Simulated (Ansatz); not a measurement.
# 5-layer antimonene (AA') in a perpendicular field, part 2 of 2

Aim: how the 5-layer antimonene (AA') screens a field along its normal, and what the field does to its bands. A positive field points along +c.

Ansatz 0.2.0; plane-wave DFT, PBE-D3(BJ), Ansatz PAW.

So far. Step 2 (Relaxation): The lattice constant a goes from 4.120 to 4.066 Å.

## Step 3: Atoms held, field 0, start network

A sawtooth potential applies the field, turning back in the middle of the vacuum. With the dipole correction the typed value is the field outside the slab. The induced dipole is small, so the SCF threshold is tight.

The cell differs from the one that the last finished run ended in (c 71.550 → 42.315 Å).

Contents of input.yaml:

```yaml
crystal:
  lattice:
    - [4.0662595464, 0.0, 0.0]
    - [-2.0331297732, 3.5214840656, 0.0]
    - [0.0, 0.0, 42.3150141785]
  atoms:
    - { symbol: Sb, position: [0.6666666667, 0.3333333333, 0.212690464] }
    - { symbol: Sb, position: [0.3333333333, 0.6666666667, 0.2517418698] }
    - { symbol: Sb, position: [0.3333333333, 0.6666666667, 0.3467797592] }
    - { symbol: Sb, position: [0.6666666667, 0.3333333333, 0.385852066] }
    - { symbol: Sb, position: [0.6666666667, 0.3333333333, 0.4804641568] }
    - { symbol: Sb, position: [0.3333333333, 0.6666666667, 0.5195358432] }
    - { symbol: Sb, position: [0.3333333333, 0.6666666667, 0.614147934] }
    - { symbol: Sb, position: [0.6666666667, 0.3333333333, 0.6532202408] }
    - { symbol: Sb, position: [0.6666666667, 0.3333333333, 0.7482581302] }
    - { symbol: Sb, position: [0.3333333333, 0.6666666667, 0.787309536] }
kpoints:
  mp_grid: { grid: [12, 12, 1] }
  band_path:
    path: [[0, 0, 0], [0.5, 0, 0], [0.33333333, 0.33333333, 0], [0, 0, 0]]
    npoints: 16
hamiltonian:
  xc: pbe
  dispersion: d3bj
scf:
  occupations: { method: fermi_dirac, width: 0.02585 }
  convergence: { dr2_threshold: 1.0e-10 }
efield:
  axis: 3
  dipole_correction: true
  ramp_position: 0.97
  ramp_width: 0.06
  amplitude: 0
output:
  dos: { projected: true, e_range: [-6, 5] }
  write_potential: true
  write_density: true
  volumetric_format: npy
  elf: true
```

Started as:

```
ansatz run input.yaml --threads 4 --pin off --max-ram 16384MiB --backend cpu --events-out ev --progress --plain --runs-dir out
```

Numbers of over 12 decimals in the logs are rounded to 6 here.

The program printed:

```text
[...]
Crystal: 10 atoms, lattice volume = 605.920 Å³
Basis set: ecut = 420 eV, 11805 PW (Γ)
Bands: 90, of which v1, the nominal top of the filled ones, is band 75 counted from 1 (74 counted from 0)
Symmetry: 6 space group operations
k-points: 19 of 144 (time reversal used)
[...]
SCF iter   1: F=—  HF=-64847.127550 eV  |F-HF|=—  |Δ(HF+E_count)|=         —  Δρ=1.12e-3  dr2=1.17e-2  ethr=1.77e-3  p=0.000 e·Å  D=7.19e-14 V/Å  ΔV_dip=-0.00 eV  dr2_dipole=9.51e-8  V_vac-E_F(+/−)=4.38/4.38 eV  ⟨swp⟩=6.9  Hψ=6793  notcnv=0  defer=2
efield: sawtooth ramp at fractional position 0.9700 (set: `efield.ramp_position`, or a place that a band, a saddle search or an elastic batch's reference lends), width 0.0600; the density the first Hamiltonian is built on has a dipole p = 0.000 e·Å; the dipole correction subtracts the counter field D = 7.19e-14 V/Å, which shifts the + side's vacuum level by -0.00 eV against the − side's; the planar-averaged density in the ramp window peaks in size at 1.2e-5 e/Å³
[...]
SCF iter   2: F=—  HF=-64847.126291 eV  |F-HF|=—  |Δ(HF+E_count)|=   1.26e-3  Δρ=6.75e-4  dr2=7.66e-3  ethr=7.81e-6  p=0.000 e·Å  D=3.88e-5 V/Å  ΔV_dip=-0.00 eV  dr2_dipole=3.23e-7  V_vac-E_F(+/−)=4.23/4.23 eV  ⟨swp⟩=2.7  Hψ=3600  notcnv=0  defer=148
[...]
SCF iter  14: F=-64847.128524 eV  HF=-64847.128524 eV  |F-HF|=1.16e-10  |Δ(HF+E_count)|=  2.18e-11  Δρ=4.76e-8  dr2=9.80e-11  ethr=1.00e-12  p=-0.000 e·Å  D=-6.08e-8 V/Å  ΔV_dip=0.00 eV  dr2_dipole=3.96e-13  V_vac-E_F(+/−)=4.21/4.21 eV  ⟨swp⟩=9.5  Hψ=6022  notcnv=0
SCF 1 converged in 14 iterations: F = -64847.128524 eV  dr2 = 9.80e-11
[...]
NSCF: frozen V_eff on 49 k-points
efield: sawtooth ramp at fractional position 0.9700 (kept from the solve that this one continues, or follows in the run), width 0.0600; the density the first Hamiltonian is built on has a dipole p = -0.000 e·Å; the dipole correction subtracts the counter field D = -6.08e-8 V/Å, which shifts the + side's vacuum level by +0.00 eV against the − side's; the planar-averaged density in the ramp window peaks in size at 6.0e-8 e/Å³
[...]
SCF converged after 14 iterations
Free energy (F): -64847.128524 eV
[...]
Internal energy: -64847.128494 eV  (E = F + TS)
E sigma→0 (E₀):  -64847.128509 eV
Entropy (-TS):   -0.000031 eV (-0.003 meV/atom)
Fermi energy:    2.891647 eV
Dipole field:    D = 0.000000 V/Å  (p = 0.000001 e·Å, saw-weighted, corrected)
Work function:   Φ+ = 4.2058 eV   Φ− = 4.2059 eV
Levels:          The Fermi level and band energies are counted from a zero that moves with the ramp; work functions are not
[...]
--- Band table (eV; the first three rows and the last of 19) ---
  k-point 0: bands = [... 71 lower, 2.4048, 2.4191, 2.4191, 2.6377, 3.8111, 4.0437, 4.2595, 4.4026, ... 11 higher]
  k-point 1: bands = [... 71 lower, 2.2158, 2.2259, 2.2402, 2.6848, 4.3224, 4.4756, 4.6247, 4.7349, ... 11 higher]
  k-point 2: bands = [... 71 lower, 1.8311, 1.8453, 2.2208, 2.6507, 3.9063, 4.0165, 4.1488, 4.2848, ... 11 higher]
  k-point 18: bands = [... 71 lower, 0.7180, 0.7180, 0.8049, 0.8049, 3.2544, 3.4193, 3.6417, 3.8756, ... 11 higher]
```

Run time: 81 s. Hardware: 4 threads of Arm Neoverse V2, shared host; peak memory 2.5 GiB; 5.3 min of CPU time.

Reading the cycles: dr2 is the Hartree energy of the density residual (eV), the measure of convergence; HF is the Harris–Foulkes estimate of the energy, which meets the free energy F at convergence.

This step gave:

| Item | Value |
| --- | --- |
| dipole along the normal | 1.43e-6 e·Å |
| gap along the path | 0.3860 eV |
| smallest direct gap along the path | 0.9268 eV |
| ionisation energy, upper face | 4.406 eV |
| electron affinity, upper face | 4.020 eV |
| gap, the smaller of path and mesh | 0.3860 eV |

Running mean over a fixed 2.8 Å (it still follows the layers) of the planar mean; the ramp of the sawtooth is left out. The electron's electrostatic potential energy less the Fermi level by z:

```csv
z (Å),electron's electrostatic potential energy less the Fermi level (eV)
4,4.21
5,4.20
6,4.11
7,3.01
8,-0.347
9,-3.66
10,-5.24
11,-2.58
12,0.629
13,1.46
14,-1.53
15,-4.64
16,-4.65
17,-1.54
18,1.43
19,0.561
20,-2.64
21,-5.27
22,-3.65
23,-0.436
24,1.76
25,-0.525
26,-3.73
27,-5.23
28,-2.55
29,0.660
30,1.45
31,-1.57
32,-4.66
33,-4.59
34,-1.42
35,2.07
36,3.99
37,4.19
38,4.20
```

The density of states has structure finer than the step of the table below, so its rows give means over 0.25 eV, whole bins alone (the curve runs from -6 to 2.05 eV). Peaks (eV: height): -3.990: 17.6, -3.880: 17.9, -3.770: 16.6, -3.600: 15.7, -2.090: 14.7, -2.000: 16.2, 1.860: 15.2.

Table of density of states by energy, zero at the Fermi level of the run, which the smearing sets inside the gap; means over each step:

energy (eV), density of states (states/eV a cell) and a bar:
```
    -4.50        0.0 
    -4.25        0.5 #
    -4.00        9.0 #####################
    -3.75       10.4 #########################
    -3.50        9.2 ######################
    -3.25        6.1 ##############
    -3.00        7.5 ##################
    -2.75        7.8 ##################
    -2.50        9.0 #####################
    -2.25       11.3 ###########################
    -2.00       12.6 ##############################
    -1.75       10.7 #########################
    -1.50        8.2 ###################
    -1.25        6.6 ################
    -1.00        4.8 ###########
    -0.75        4.6 ###########
    -0.50        1.5 ####
    -0.25        2.0 #####
     0.00        0.0 
     0.25        0.4 #
     0.50        2.4 ######
     0.75        5.8 ##############
     1.00        7.8 ##################
     1.25        8.6 ####################
     1.50       10.0 ########################
     1.75        9.8 #######################
```

Projected DOS per atom over height of the atomic layer and energy from the Fermi level. Layers: Sb Sb Sb Sb Sb Sb Sb Sb Sb Sb from below.

Values in states/eV, 22 rows by 10 columns, each cell a mean:
```
0.65 0.70 0.77 0.81 0.77 0.77 0.81 0.77 0.70 0.65
0.93 0.90 0.93 0.90 0.91 0.91 0.90 0.93 0.90 0.93
0.95 0.93 0.70 0.71 0.71 0.71 0.71 0.70 0.93 0.95
0.53 0.49 0.59 0.60 0.60 0.60 0.60 0.59 0.49 0.53
0.12 0.10 0.23 0.22 0.23 0.23 0.22 0.23 0.10 0.12
0.00 0.00 0.01 0.01 0.01 0.01 0.01 0.01 0.00 0.00
0.07 0.05 0.17 0.16 0.21 0.21 0.16 0.17 0.05 0.07
0.36 0.34 0.40 0.40 0.28 0.28 0.40 0.40 0.34 0.36
0.57 0.55 0.48 0.49 0.52 0.52 0.49 0.48 0.55 0.57
0.82 0.78 0.60 0.61 0.73 0.73 0.61 0.60 0.78 0.82
1.18 1.14 1.06 1.06 0.87 0.87 1.06 1.06 1.14 1.18
1.19 1.17 1.24 1.24 1.33 1.33 1.24 1.24 1.17 1.19
0.89 0.80 0.93 0.86 0.87 0.87 0.86 0.93 0.80 0.89
0.73 0.80 0.72 0.76 0.75 0.75 0.76 0.72 0.80 0.73
0.55 0.59 0.71 0.71 0.70 0.70 0.71 0.71 0.59 0.55
1.10 1.13 0.84 0.85 0.92 0.92 0.85 0.84 1.13 1.10
0.61 0.68 0.90 0.90 0.84 0.84 0.90 0.90 0.68 0.61
0.01 0.01 0.03 0.03 0.03 0.03 0.03 0.03 0.01 0.01
0.00 0.00 0.00 0.00 0.00 0.00 0.00 0.00 0.00 0.00
0.00 0.00 0.00 0.00 0.00 0.00 0.00 0.00 0.00 0.00
0.00 0.00 0.00 0.00 0.00 0.00 0.00 0.00 0.00 0.00
0.00 0.00 0.00 0.00 0.00 0.00 0.00 0.00 0.00 0.00
```
Columns: height of the atomic layer (Å) from 9 to 33.3 (not evenly spaced); rows upwards: energy from the Fermi level (eV) from -5.96 to 2.05.

Electronic bands along the path, in eV, zero at the Fermi level of the run, which the smearing sets inside the gap:

```csv
point,band 72,band 73,band 74,band 75,band 76,band 77,band 78,band 79
Γ,-0.49,-0.47,-0.47,-0.25,0.92,1.15,1.37,1.51
halfway,-1.46,-1.23,-0.81,-0.49,0.43,0.58,0.79,1.02
M,-2.11,-2.09,-1.94,-1.74,0.71,0.88,0.96,1.05
halfway,-2.33,-2.12,-1.91,-1.74,0.82,1.04,1.33,1.61
K,-2.17,-2.17,-2.09,-2.09,0.36,0.53,0.75,0.98
halfway,-1.58,-1.18,-0.79,-0.50,1.15,1.33,1.58,1.84
Γ,-0.49,-0.47,-0.47,-0.25,0.92,1.15,1.37,1.51
```

Valence density in the ca plane at fractional y = 0.333, with atoms of Sb within 0.2 Å of it. It is the smooth field of the valence electrons, not physical close to the nuclei.

Ten steps, logarithmic in the rise over the least value, from '0' (0 e/Å³) to '9' (19 e/Å³), each cell a mean:
```
10000000001112222100000112222111000000000000
00000000000123454210000134542110000000000000
00000000000124787421001247874210000000000000
00000000000125898421001258984210000000000000
00000000000124786321001247863210000000000000
00000000000112443210000124432110000000000000
10000000001111221100000012221111000000000000
11000000011111110000000001111111100000000000
11000000111111100000000000011111110000000000
11000000111111100000000000011111110000000000
11000000011111111000000001111111100000000000
```
Columns run along c (16.0 Å, from fractional 0.53 to 0.91 of the cell), rows up along a (4.1 Å). Atoms in or near the plane, at fractional coordinates: Sb at (0.65, 0.67), Sb at (0.75, 0.67).

ELF in the ca plane at fractional y = 0.333, with atoms of Sb within 0.2 Å of it. It is the smooth field of the valence electrons, not physical close to the nuclei.

Ten even steps from '0' (0.00) to '9' (0.69), each cell a mean:
```
65420013456787657895116986567876543210000000
32100001124664334797228974335664211000000000
21000000013543001598239851013442100000000000
20000000012442000488339840003442100000000000
21000000013543102698239851013553100000000000
43100001234665445797228975445664321000000000
66520013566787667884115887667876654210000000
78851026877677655531002455567767887531000000
78961038986565421100000012345656899752100000
78961037986665432100000112346666899742000000
78741026877777666642002566677777787531000000
```
Columns run along c (16.0 Å, from fractional 0.53 to 0.91 of the cell), rows up along a (4.1 Å). Atoms in or near the plane, at fractional coordinates: Sb at (0.65, 0.67), Sb at (0.75, 0.67).

Electrostatic potential energy in the ca plane at fractional y = 0.333, with atoms of Sb within 0.2 Å of it. With pseudopotentials it is smooth inside the atoms' cores, unlike the true potential.

Ten even steps from '0' (-24 eV) to '9' (7 eV), each cell a mean:
```
89999999998887545789999875457888999999999999
99999999999873001479999731004789999999999999
99999999999850000168998510001589999999999999
99999999999840000168998500000589999999999999
99999999999851000269998610001689999999999999
99999999999874102589999741014789999999999999
89999999988887656899999976567888899999999999
78999999887788888999999998888877899999999999
78899999876678999999999999998766789999999999
78899999876778999999999999998766789999999999
88999999887788888999999998888877899999999999
```
Columns run along c (16.0 Å, from fractional 0.53 to 0.91 of the cell; values clipped at the 3rd and 97th percentile), rows up along a (4.1 Å). Atoms in or near the plane, at fractional coordinates: Sb at (0.65, 0.67), Sb at (0.75, 0.67).

The gap is 0.39 eV, with the valence edge 4.41 eV and the conduction edge 4.02 eV under the upper vacuum level. Spin-orbit coupling, left out in this run, matters for the bands of elements this heavy.

## Step 4: Single point, field 0.1 V/Å

Changes to input.yaml since step 3:

```diff
@@ -32,5 +32,4 @@
   ramp_width: 0.06
-  amplitude: 0
+  amplitude: 0.1
 output:
-  dos: { projected: true, e_range: [-6, 5] }
   write_potential: true
@@ -38,2 +37 @@
   volumetric_format: npy
-  elf: true
```

The program printed:

```text
[...]
Crystal: 10 atoms, lattice volume = 605.920 Å³
Basis set: ecut = 420 eV, 11805 PW (Γ)
Bands: 90, of which v1, the nominal top of the filled ones, is band 75 counted from 1 (74 counted from 0)
Symmetry: 6 space group operations
k-points: 19 of 144 (time reversal used)
[...]
k-point 0: bands = [... 71 lower, 2.4536, 2.5633, 2.5633, 2.6522, 3.7668, 4.0424, 4.2481, 4.3959, ... 11 higher]
  k-point 1: bands = [... 71 lower, 2.2180, 2.2748, 2.3845, 2.7013, 4.2623, 4.4693, 4.6137, 4.7357, ... 11 higher]
  k-point 2: bands = [... 71 lower, 1.8801, 1.9897, 2.2206, 2.6693, 3.8427, 4.0067, 4.1500, 4.2957, ... 11 higher]
  k-point 18: bands = [... 71 lower, 0.6282, 0.7089, 0.8203, 0.9015, 3.2129, 3.4164, 3.6400, 3.8731, ... 11 higher]
[key lines of the parts left out:]
SCF converged after 17 iterations
Free energy (F): -64847.137942 eV
Fermi energy:    2.881982 eV
Dipole field:    D = 0.056283 V/Å  (p = 0.188466 e·Å, saw-weighted, corrected)
```

Run time: 84 s. Hardware: 4 threads; peak memory 2.2 GiB.

The dipole is 0.188 e·Å, and the gap 0.333 eV.

## Step 5: Single point, field -0.1 V/Å

Changes to input.yaml since step 4:

```diff
@@ -32,3 +32,3 @@
   ramp_width: 0.06
-  amplitude: 0.1
+  amplitude: -0.1
 output:
```

The program printed:

```text
[...]
Crystal: 10 atoms, lattice volume = 605.920 Å³
Basis set: ecut = 420 eV, 11805 PW (Γ)
Bands: 90, of which v1, the nominal top of the filled ones, is band 75 counted from 1 (74 counted from 0)
Symmetry: 6 space group operations
k-points: 19 of 144 (time reversal used)
[...]
k-point 0: bands = [... 71 lower, 2.4536, 2.5633, 2.5633, 2.6522, 3.7668, 4.0424, 4.2481, 4.3959, ... 11 higher]
  k-point 1: bands = [... 71 lower, 2.2180, 2.2748, 2.3845, 2.7013, 4.2623, 4.4693, 4.6137, 4.7357, ... 11 higher]
  k-point 2: bands = [... 71 lower, 1.8801, 1.9897, 2.2206, 2.6693, 3.8427, 4.0067, 4.1500, 4.2957, ... 11 higher]
  k-point 18: bands = [... 71 lower, 0.6282, 0.7089, 0.8203, 0.9015, 3.2129, 3.4164, 3.6400, 3.8731, ... 11 higher]
[key lines of the parts left out:]
SCF converged after 17 iterations
Free energy (F): -64847.137942 eV
Fermi energy:    2.881982 eV
Dipole field:    D = -0.056283 V/Å  (p = -0.188466 e·Å, saw-weighted, corrected)
```

The job ended after 85 s (4 threads; peak memory 2.2 GiB; 5.6 min of CPU time).

The dipole is -0.188 e·Å, and the gap 0.333 eV.

## Step 6: Atoms held, field 0.2 V/Å

Changes to input.yaml since step 5:

```diff
@@ -32,3 +32,3 @@
   ramp_width: 0.06
-  amplitude: -0.1
+  amplitude: 0.2
 output:
```

The program printed:

```text
[...]
Crystal: 10 atoms, lattice volume = 605.920 Å³
Basis set: ecut = 420 eV, 11805 PW (Γ)
Bands: 90, of which v1, the nominal top of the filled ones, is band 75 counted from 1 (74 counted from 0)
Symmetry: 6 space group operations
k-points: 19 of 144 (time reversal used)
[...]
k-point 0: bands = [... 71 lower, 2.5202, 2.6865, 2.7114, 2.7114, 3.6767, 4.0195, 4.2324, 4.4185, ... 11 higher]
  k-point 1: bands = [... 71 lower, 2.2251, 2.3414, 2.5326, 2.7403, 4.1523, 4.4273, 4.6010, 4.7281, ... 11 higher]
  k-point 2: bands = [... 71 lower, 1.9468, 2.1378, 2.2226, 2.7124, 3.7309, 3.9635, 4.1491, 4.3360, ... 11 higher]
  k-point 18: bands = [... 71 lower, 0.6796, 0.7229, 0.8674, 1.0133, 3.1282, 3.3934, 3.6352, 3.8862, ... 11 higher]
[key lines of the parts left out:]
SCF converged after 22 iterations
Free energy (F): -64847.166312 eV
Fermi energy:    2.864177 eV
Dipole field:    D = 0.113552 V/Å  (p = 0.380232 e·Å, saw-weighted, corrected)
```

Run time: 90 s. Hardware: 4 threads; peak memory 2.2 GiB; 5.9 min of CPU time.

The dipole is 0.380 e·Å, and the gap 0.214 eV.

## Step 7: Atoms held, field 0.3 V/Å

Changes to input.yaml since step 6:

```diff
@@ -32,3 +32,3 @@
   ramp_width: 0.06
-  amplitude: 0.2
+  amplitude: 0.3
 output:
```

The program printed:

```text
[...]
Crystal: 10 atoms, lattice volume = 605.920 Å³
Basis set: ecut = 420 eV, 11805 PW (Γ)
Bands: 90, of which v1, the nominal top of the filled ones, is band 75 counted from 1 (74 counted from 0)
Symmetry: 6 space group operations
k-points: 19 of 144 (time reversal used)
[...]
k-point 0: bands = [... 71 lower, 2.5433, 2.7088, 2.7848, 2.7848, 3.6190, 3.9970, 4.2278, 4.4361, ... 11 higher]
  k-point 1: bands = [... 71 lower, 2.2308, 2.3645, 2.6060, 2.7651, 4.0849, 4.3973, 4.5925, 4.6664, ... 11 higher]
  k-point 2: bands = [... 71 lower, 1.9699, 2.2113, 2.2268, 2.7396, 3.6650, 3.9347, 4.1455, 4.3583, ... 11 higher]
  k-point 18: bands = [... 71 lower, 0.6657, 0.7806, 0.8999, 1.0680, 3.0758, 3.3697, 3.6300, 3.8997, ... 11 higher]
[key lines of the parts left out:]
SCF converged after 17 iterations
Free energy (F): -64847.214425 eV
Fermi energy:    2.855513 eV
Dipole field:    D = 0.174394 V/Å  (p = 0.583961 e·Å, saw-weighted, corrected)
```

It took 87 s on 4 threads; peak memory 2.2 GiB.

The dipole is 0.584 e·Å, and the gap 0.126 eV.

## Step 8: Response, atoms held

This step: plane-wave DFT, PBE-D3(BJ), Ansatz PAW; response to a field along the normal, atoms held (Ansatz 0.2.0).

The dipoles give the slope, and the difference of two potentials shows where the field is screened.

This step gave:

```yaml
equivalent_conductor_thickness_p_eps_0ae: 23.82 Å
distance_between_the_outer_atoms: 24.32 Å
```

Dipole of the cell against applied field:

```csv
applied field (V/Å),dipole of the cell (e·Å)
-0.100,-0.188
0.000,1.4e-6
0.100,0.188
0.200,0.380
0.300,0.584
```

Local field over the applied field, running mean. From the potentials at -0.1 and 0.1 V/Å; running mean over 2.8 Å. Table of local field over applied field by z:

z (Å), local field over applied field and a bar:
```
        5      0.984 ##############################
        6      0.912 ############################
        7      0.684 #####################
        8      0.364 ###########
        9      0.091 ###
       10      0.010 
       11      0.111 ###
       12      0.275 ########
       13      0.302 #########
       14      0.170 #####
       15      0.021 #
       16      0.020 
       17      0.160 #####
       18      0.285 #########
       19      0.258 ########
       20      0.103 ###
       21      0.003 
       22      0.056 ##
       23      0.216 #######
       24      0.293 #########
       25      0.212 ######
       26      0.052 #
       27      0.005 
       28      0.114 ###
       29      0.276 ########
       30      0.301 #########
       31      0.167 #####
       32      0.022 #
       33      0.043 #
       34      0.265 ########
       35      0.587 ##################
       36      0.860 ##########################
       37      0.971 ##############################
```

Electrons, planar mean, per unit field. Induced electron density against z:

```csv
z (Å),induced electron density (e/Å³ per V/Å)
5,6.8e-5
6,4.0e-4
7,0.00183
8,0.00277
9,9.4e-4
10,-9.5e-5
11,-7.4e-4
12,-0.00198
13,0.00113
14,0.00128
15,2.7e-4
16,-2.7e-4
17,-0.00124
18,-0.00104
19,0.00189
20,7.4e-4
21,5.7e-5
22,-6.6e-4
23,-0.00201
24,3.9e-5
25,0.00200
26,6.7e-4
27,-9.9e-5
28,-7.7e-4
29,-0.00195
30,0.00114
31,0.00123
32,3.5e-4
33,-4.8e-4
34,-0.00162
35,-0.00257
36,-6.7e-4
37,-1.2e-4
```

The smaller of the gaps on the path and on the k-mesh, counted as 0 under 0.03 eV. Table of gap by applied field:

```csv
applied field (V/Å),gap (eV)
-0.100,0.333
0.000,0.386
0.100,0.333
0.200,0.214
0.300,0.126
```

By hand: between -0.1 and 0.1 V/Å the dipole changes by 0.3769 e·Å, a slope of 1.885 e·Å²/V. A perfect conductor of thickness t has p = ε₀AEt, so t = 180.95 × 1.885 / 14.319 = 23.82 Å (e/ε₀ = 180.95 V·Å, A in Å²).

The induced dipole is that of a conductor 23.82 Å thick.

## Step 9: Summary of results

* gap without field: 0.386 eV
* ionisation energy, upper face: 4.41 eV
* electron affinity, upper face: 4.02 eV
* equivalent conductor thickness, atoms held: 23.8 Å

The induced dipole equals that of a perfect conductor 23.82 Å thick, while the outer atoms lie 24.32 Å apart; an out-of-plane ε follows only once a thickness t is chosen, by 1 − 1/ε = 23.82 Å / t. The gap goes from 0.39 eV to 0.13 eV at 0.3 V/Å. With the field reversed the gap is 0.33 eV at -0.1 V/Å. Semilocal functionals give gaps that are too small, and excitons are not included. Atoms moved by up to 2.0 Å in the relaxation, so the end structure is to be read from its coordinates and not from the name. Spin-orbit coupling is left out, which matters for the bands of elements this heavy.

[Logs are printed without paths, hosts, clocks, repeated set-up lines and the standing remarks that a program may print on its own settings, such as how far it seeks lower states.]

[Hosts, paths, dates, database ids (printed as entryN), source tags and the programs' standing remarks are cut or masked in the printed files.]

[Maps of the electrostatic potential energy from Ansatz leave out the sawtooth potential of an applied field or a dipole correction, so their vacuum need not be flat; planar profiles and work functions include it.]

[The density of states shown here was stored with 400 of the rows of the run's finer table, so its peaks can read low, often by over a quarter, or be missed, and its means over a window can be off by a tenth or more.]
